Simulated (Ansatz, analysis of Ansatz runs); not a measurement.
**V_H under the (100) surface of MgH2: energy against depth**

How does the energy of V_H change with depth under the (100) face of MgH2? Model: a cell of 108 host atoms with 1 H taken out, a symmetric slab with vacuum.

Main program and level: Ansatz 0.2.0; plane-wave PAW DFT, PBEsol; a slab with vacuum, neutral defects.

This is a report of a sequence of runs, with most program output left out.

### Step 1. The starting structure

The cell holds 107 atoms: 36 Mg and 71 H. Its edges and angles: a = 8.978 Å, b = 8.953 Å, c = 26.000 Å, α = 90.0°, β = 90.0°, γ = 90.0°. It derives from MgH2 (space group P4_2/mnm), repeated 3×2×1. Vacuum lies along c. Nearest the centre at fractional (0.500, 0.423, 0.755): Mg24 at 1.88 Å, Mg59 at 1.88 Å, H71 at 2.46 Å, H15 at 2.93 Å, H51 at 2.94 Å, H16 at 2.99 Å, H87 at 2.99 Å, H53 at 3.40 Å.

The cell's shortest repeat is 9.0 Å.

### Step 2. The clean slab

The slab is cut stoichiometric, symmetric and without a dipole, at the in-plane lattice of the database's bulk structure, and all its atoms relax. Miller indices refer to pymatgen's conventional standard cell, whose axes can be ordered otherwise than in the space-group symbol.

slab/input.yaml reads:

```yaml
crystal:
  lattice:
    - [0.0, 2.992537, 0.0]
    - [-4.476694, 0.0, 0.0]
    - [0.0, 0.0, 26.0]
  atoms:
    - { symbol: Mg, position: [0.5, 0.5, 0.2847743] }
    - { symbol: Mg, position: [1.0, 0.0, 0.3708646] }
    - { symbol: Mg, position: [0.5, 0.5, 0.4569549] }
    - { symbol: Mg, position: [1.0, 0.0, 0.5430451] }
    - { symbol: Mg, position: [0.5, 0.5, 0.6291354] }
    - { symbol: Mg, position: [1.0, 0.0, 0.7152257] }
    - { symbol: H, position: [1.0, 0.695572, 0.318448] }
    - { symbol: H, position: [0.5, 0.804428, 0.4045383] }
    - { symbol: H, position: [1.0, 0.304428, 0.2511006] }
    - { symbol: H, position: [0.5, 0.195572, 0.3371909] }
    - { symbol: H, position: [1.0, 0.695572, 0.4906286] }
    - { symbol: H, position: [0.5, 0.804428, 0.5767188] }
    - { symbol: H, position: [1.0, 0.304428, 0.4232812] }
    - { symbol: H, position: [0.5, 0.195572, 0.5093714] }
    - { symbol: H, position: [1.0, 0.695572, 0.6628091] }
    - { symbol: H, position: [0.5, 0.804428, 0.7488994] }
    - { symbol: H, position: [1.0, 0.304428, 0.5954617] }
    - { symbol: H, position: [0.5, 0.195572, 0.681552] }
basis:
  ecutwfc: 420
  xc_grid: 2
hamiltonian:
  xc: pbesol
kpoints:
  mp_grid: { grid: [3, 2, 1] }
scf:
  occupations: { method: fermi_dirac, width: 0.01 }
  max_iter: 100
relax:
  f_tol: 0.01
  max_steps: 100
  random_displacement: { amplitude: 0.03, seed: 8578 }
output:
  forces: true
  eigenvalues: true
```

Started as:

```console
$ ansatz run input.yaml --threads 4 --pin off --max-ram 15073MiB --backend cpu --events-out ev --progress --plain --runs-dir out
```

Run time: 13 s. Hardware: 4 threads of Arm Neoverse V1, shared host; peak memory 0.59 GiB; 41 s of CPU time.

Step by step:

| step | energy less that of the first step (eV) | largest force component (eV/Å) |
| --- | --- | --- |
| 1 | 0.0000 | 0.5770 |
| 2 | -0.1697 | 0.3823 |
| 3 | -0.1843 | 0.3502 |
| 4 | -0.2042 | 0.0400 |
| 5 | -0.2042 | 0.0403 |
| 6 | -0.2054 | 0.0093 |
| 7 | -0.2054 | 0.0093 |

The atoms that moved most (Å, from the sites as typed, ahead of the random displacement, the mean shift of all atoms taken out):

| atom | dx | dy | dz | length |
| --- | --- | --- | --- | --- |
| H9 | -0.183 | 0.000 | -0.167 | 0.248 |
| H16 | -0.181 | 0.000 | 0.167 | 0.246 |
| Mg6 | 0.132 | 0.000 | 0.044 | 0.139 |
| Mg1 | 0.132 | 0.000 | -0.044 | 0.139 |
| H18 | -0.064 | 0.000 | 0.081 | 0.103 |
| H7 | -0.064 | 0.000 | -0.080 | 0.103 |
| H11 | 0.050 | 0.000 | 0.018 | 0.053 |
| H14 | 0.050 | 0.000 | -0.018 | 0.053 |

Final coordinates:

```xyz
18
Lattice="0.0000 2.9925 0.0000 -4.4767 0.0000 0.0000 0.0000 0.0000 26.0000" Properties=species:S:1:pos:R:3
Mg   -2.1080    1.5006    7.3642
Mg    0.0321    2.9968    9.6446
Mg   -2.2080    1.5006   11.8836
Mg    0.0305    2.9970   14.1240
Mg   -2.2060    1.5008   16.3632
Mg    0.1312    2.9973   18.6437
H    -3.1794    2.9968    8.2034
H    -3.5939    1.5005   10.5314
H    -1.5469    2.9969    6.3653
H    -0.8944    1.5005    8.8076
H    -3.0650    2.9969   12.7781
H    -3.5941    1.5007   15.0155
H    -1.3553    2.9969   10.9926
H    -0.8267    1.5007   13.2295
H    -3.1327    2.9972   17.1998
H    -3.7834    1.5011   19.6421
H    -1.3560    2.9970   15.4761
H    -0.9407    1.5010   17.8049
```

With the common shift taken out, atoms move by up to 0.25 Å from the bulk-cut sites, and by up to 0.17 Å along the normal.

On a dense mesh the slab's energy differs by 7 meV an atom, so the sampling is kept; the layers are compared at one sampling, where most of this error should cancel, which was not tested.

### Step 3. Does the supercell reconstruct?

The clean supercell is relaxed from displaced atoms, since a reconstruction that only the larger cell allows would otherwise be counted to the defect.

pristine.relax/input.yaml reads:

```yaml
crystal:
  lattice:
    - [0.0, 8.977611, 0.0]
    - [-8.953388, 0.0, 0.0]
    - [0.0, 0.0, 26.0]
  atoms:
    - { symbol: Mg, position: [0.16715049, 0.23543886, 0.28323681] }
    - { symbol: Mg, position: [0.33380351, -0.00358127, 0.37094644] }
    - { symbol: Mg, position: [0.16714969, 0.24660872, 0.45705998] }
    - { symbol: Mg, position: [0.33382736, -0.00340101, 0.54323216] }
[... 98 atom lines left out ...]
    - { symbol: H, position: [1.00048354, 0.65136763, 0.42279072] }
    - { symbol: H, position: [0.83382702, 0.59233752, 0.50882674] }
    - { symbol: H, position: [1.00051626, 0.84988842, 0.66152917] }
    - { symbol: H, position: [0.83386838, 0.92257071, 0.75546494] }
    - { symbol: H, position: [1.00049782, 0.65144859, 0.59523352] }
    - { symbol: H, position: [0.83386401, 0.60506142, 0.68480428] }
basis:
  ecutwfc: 420
  xc_grid: 2
hamiltonian:
  xc: pbesol
kpoints:
  mp_grid: { grid: [1, 1, 1] }
scf:
  occupations: { method: fermi_dirac, width: 0.01 }
  max_iter: 100
output:
  forces: true
relax:
  f_tol: 0.015
  max_steps: 80
  random_displacement: { amplitude: 0.05, seed: 8587 }
```

Wall time 40 s (4 threads); peak memory 2 GiB; 2.5 min of CPU time.

Atoms end at most 0.02 Å from the small cell's positions, so the small cell's structure is at least a local minimum.

### Step 4. The defect, layer by layer

Each layer's defect is relaxed from random displacements. Layer 1 is shown in full.

layer1_M1.relax/input.yaml reads:

```yaml
crystal:
  lattice:
    - [0.0, 8.977611, 0.0]
    - [-8.953388, 0.0, 0.0]
    - [0.0, 0.0, 26.0]
  atoms:
    - { symbol: Mg, position: [0.1669797, 0.23565153, 0.28351221] }
    - { symbol: Mg, position: [0.33381989, -0.00362668, 0.37112381] }
[... 1 atom line left out ...]
    - { symbol: Mg, position: [0.33381927, -0.00347862, 0.54319792] }
    - { symbol: Mg, position: [0.16713574, 0.24626191, 0.6292035] }
    - { symbol: Mg, position: [0.33422766, -0.01499678, 0.71675122] }
[... 5 atom lines left out ...]
    - { symbol: H, position: [0.16717292, 0.40190114, 0.57765563] }
[... 2 atom lines left out ...]
    - { symbol: H, position: [0.33379593, 0.34904036, 0.66155056] }
    - { symbol: H, position: [0.16684043, 0.423862, 0.75532257] }
    - { symbol: H, position: [0.33378248, 0.15224303, 0.59483574] }
    - { symbol: H, position: [0.16738293, 0.10472457, 0.68447352] }
[... 3 atom lines left out ...]
    - { symbol: Mg, position: [0.3338511, 0.49633372, 0.54319528] }
    - { symbol: Mg, position: [0.16721331, 0.74618292, 0.6290278] }
    - { symbol: Mg, position: [0.33355826, 0.48560033, 0.71679038] }
[... 5 atom lines left out ...]
    - { symbol: H, position: [0.16715678, 0.90184356, 0.57753347] }
[... 2 atom lines left out ...]
    - { symbol: H, position: [0.33386042, 0.84908179, 0.66136602] }
    - { symbol: H, position: [0.16760517, 0.92235464, 0.75515148] }
    - { symbol: H, position: [0.33392622, 0.65227836, 0.59471786] }
    - { symbol: H, position: [0.16702091, 0.60453498, 0.68417677] }
[... 3 atom lines left out ...]
    - { symbol: Mg, position: [0.66713681, -0.00350465, 0.54320619] }
    - { symbol: Mg, position: [0.500457, 0.24625906, 0.62918625] }
    - { symbol: Mg, position: [0.66756683, -0.01491606, 0.71673523] }
[... 5 atom lines left out ...]
    - { symbol: H, position: [0.50049988, 0.40182167, 0.57761971] }
[... 2 atom lines left out ...]
    - { symbol: H, position: [0.66710107, 0.34913922, 0.66149926] }
    - { symbol: H, position: [0.66712981, 0.15229757, 0.59480671] }
    - { symbol: H, position: [0.50071208, 0.10456024, 0.68438641] }
[... 3 atom lines left out ...]
    - { symbol: Mg, position: [0.66717908, 0.49631991, 0.54319002] }
    - { symbol: Mg, position: [0.50055555, 0.74622313, 0.62907595] }
    - { symbol: Mg, position: [0.66687518, 0.48545425, 0.7168178] }
[... 5 atom lines left out ...]
    - { symbol: H, position: [0.50048403, 0.90189588, 0.57756818] }
[... 1 atom line left out ...]
    - { symbol: H, position: [0.5005173, 0.59159874, 0.50863895] }
    - { symbol: H, position: [0.66726969, 0.84908337, 0.66137178] }
    - { symbol: H, position: [0.50096373, 0.92246241, 0.75514473] }
    - { symbol: H, position: [0.66718646, 0.65218204, 0.59475886] }
    - { symbol: H, position: [0.50035372, 0.60487146, 0.68437911] }
[... 4 atom lines left out ...]
    - { symbol: Mg, position: [0.83378745, 0.24626417, 0.62917837] }
    - { symbol: Mg, position: [1.000889, -0.01496521, 0.71675498] }
[... 5 atom lines left out ...]
    - { symbol: H, position: [0.83385175, 0.40183408, 0.57761918] }
[... 2 atom lines left out ...]
    - { symbol: H, position: [1.00042736, 0.34897168, 0.66156988] }
    - { symbol: H, position: [0.83354734, 0.42330093, 0.75524966] }
    - { symbol: H, position: [1.00050118, 0.15224534, 0.5948357] }
    - { symbol: H, position: [0.83402548, 0.10457967, 0.68437698] }
[... 4 atom lines left out ...]
    - { symbol: Mg, position: [0.83389344, 0.74620479, 0.62905633] }
    - { symbol: Mg, position: [1.00020578, 0.48562232, 0.71677746] }
[... 8 atom lines left out ...]
    - { symbol: H, position: [1.00062606, 0.84908969, 0.66136831] }
    - { symbol: H, position: [0.8342514, 0.92260083, 0.75517227] }
    - { symbol: H, position: [1.00048733, 0.65229524, 0.59470179] }
    - { symbol: H, position: [0.83368662, 0.60482001, 0.68433637] }
basis:
  ecutwfc: 420
  xc_grid: 2
hamiltonian:
  xc: pbesol
kpoints:
  mp_grid: { grid: [1, 1, 1] }
magnetization:
  spin_polarized: true
  initial_magnetization: 1
  spin_locking: { lock_magnetization: hard }
scf:
  occupations: { method: fermi_dirac, width: 0.01 }
  max_iter: 100
output:
  forces: true
relax:
  f_tol: 0.03
  max_steps: 90
  random_displacement: { amplitude: 0.05, seed: 8579 }
```

Wall time 84 s (4 threads); peak memory 3.4 GiB.

Step by step:

| step | energy less that of the first step (eV) | largest force component (eV/Å) |
| --- | --- | --- |
| 1 | 0.0000 | 0.6152 |
| 2 | -0.3092 | 0.7212 |
| 3 | -0.6391 | 0.0300 |
| 4 | -0.6391 | 0.0298 |

The atoms that moved most (Å, from the sites as typed, ahead of the random displacement, the mean shift of all atoms taken out):

| atom | dx | dy | dz | length |
| --- | --- | --- | --- | --- |
| Mg59 | -0.015 | 0.034 | -0.023 | 0.044 |
| H71 | 0.031 | -0.001 | 0.028 | 0.042 |
| Mg24 | -0.008 | -0.034 | -0.020 | 0.040 |
| H68 | 0.028 | 0.002 | 0.026 | 0.038 |
| H33 | 0.019 | -0.001 | 0.028 | 0.033 |
| H51 | -0.010 | 0.012 | -0.021 | 0.026 |
| H104 | 0.011 | -0.003 | 0.020 | 0.023 |
| H15 | -0.007 | -0.012 | -0.016 | 0.021 |

Neighbours of the ideal centre at the end:

| atom | distance (Å) |
| --- | --- |
| Mg24 | 1.923 |
| Mg59 | 1.931 |
| H71 | 2.418 |
| H15 | 2.952 |
| H51 | 2.962 |
| H16 | 2.984 |
| H87 | 2.988 |
| H53 | 3.417 |

All relaxations:

| layer | depth (Å) | moment (μB) | outcome | structures computed | largest displacement from the input (Å) | time |
| --- | --- | --- | --- | --- | --- | --- |
| 1 | 0.00 | 1 | converged | 4 | 0.04 | 84 s |
| 2 | 1.84 | 1 | converged | 4 | 0.17 | 86 s |
| 3 | 4.17 | 1 | converged | 4 | 0.03 | 86 s |
| 4 | 6.41 | 1 | converged | 4 | 0.03 | 84 s |

The relaxation ends 6.0 meV an atom lower than the displaced start, with a largest force component of 0.030 eV/Å.

(Part 1 of 2 ends here.)

[Logs are printed without paths, hosts, clocks, repeated set-up lines and the standing remarks that a program may print on its own settings, such as how far it seeks lower states.]

[Hosts, paths, dates, database ids (printed as entryN), source tags and the programs' standing remarks are cut or masked in the printed files.]

[Maps of the electrostatic potential energy from Ansatz leave out the sawtooth potential of an applied field or a dipole correction, so their vacuum need not be flat.]
